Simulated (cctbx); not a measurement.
# Lattice, Laue class and space group of a new crystal

Cell: a = 4.1870 Å, b = 4.1870 Å, c = 50.6380 Å, α = 90.00°, β = 90.00°, γ = 120.00°. Expected content of the cell: Au3 Gd6 Ti12 Al18.

The data are simulated with cctbx, not measured: Mo Kα, λ = 0.71073 Å, to d = 0.7 Å, 50 % of the full sphere, strongest reflection 70000 counts, noise from counting, a 6 % proportional error and a noise floor of 2 counts (s.d.); no absorption.

Tests on the unmerged data give:

```text
4595 reflections to d = 0.700 A
centring   violations  <I/sigma> of those
    A        693 of  2307      4.2
    B        719 of  2315      4.4
    C        726 of  2348      4.3
    I        700 of  2307      4.3
    R          0 of  3086      0.0
    F       1069 of  3485      4.3
Laue class    unique    Rint  (classes that these axes allow; Friedel mates merged)
R -3 :H           513   0.041
R -3 m :H         353   0.044
space group    extra absences  I>4sigma  <I/sigma>
R 3 2 :H                0          0         -  acentric
R 3 m :H                0          0         -  acentric
R -3 m :H               0          0         -  centric
Wilson B = 0.57 A^2   <|E^2-1|> = 0.889 (0.968 centric, 0.736 acentric)   E^2>4: 1.4 %
shell (A)         n   <I/sigma>
 5.63 - 1.40     56     24.0
 1.40 - 1.11     51     24.3
 1.11 - 0.97     46     24.8
 0.97 - 0.88     42     25.4
 0.88 - 0.82     39     24.5
 0.82 - 0.77     43     23.6
 0.77 - 0.73     37     27.1
 0.73 - 0.70     39     23.3
```

**Question.** What are the lattice type, the Laue class and the likely space group?

The reflections that R centring forbids are absent (⟨I/σ⟩ near 0), so the lattice is R.

Rint stays low (0.041 to 0.044) up to R -3 m :H, the highest class in these axes.

3 settings pass the absence test. No glide or screw absences show, which leaves R 3 2, R 3 m and R -3 m.

⟨|E²−1|⟩ = 0.889 leans to a centrosymmetric structure. The Wilson B of 0.57 Å² means U ≈ 0.0072 Å².

The true group is R-3m (no. 166), Laue class -3m, centrosymmetric. The tables only narrow the choice to the tied entries; cell content, site symmetry and trial solutions must settle it.

The model was made for the exercise: a known structure type with other elements put in, its volume estimated, not relaxed; displacement parameters are assumed.

[Logs are printed without paths, hosts, clocks, repeated set-up lines and the standing remarks that a program may print on its own settings, such as how far it seeks lower states.]
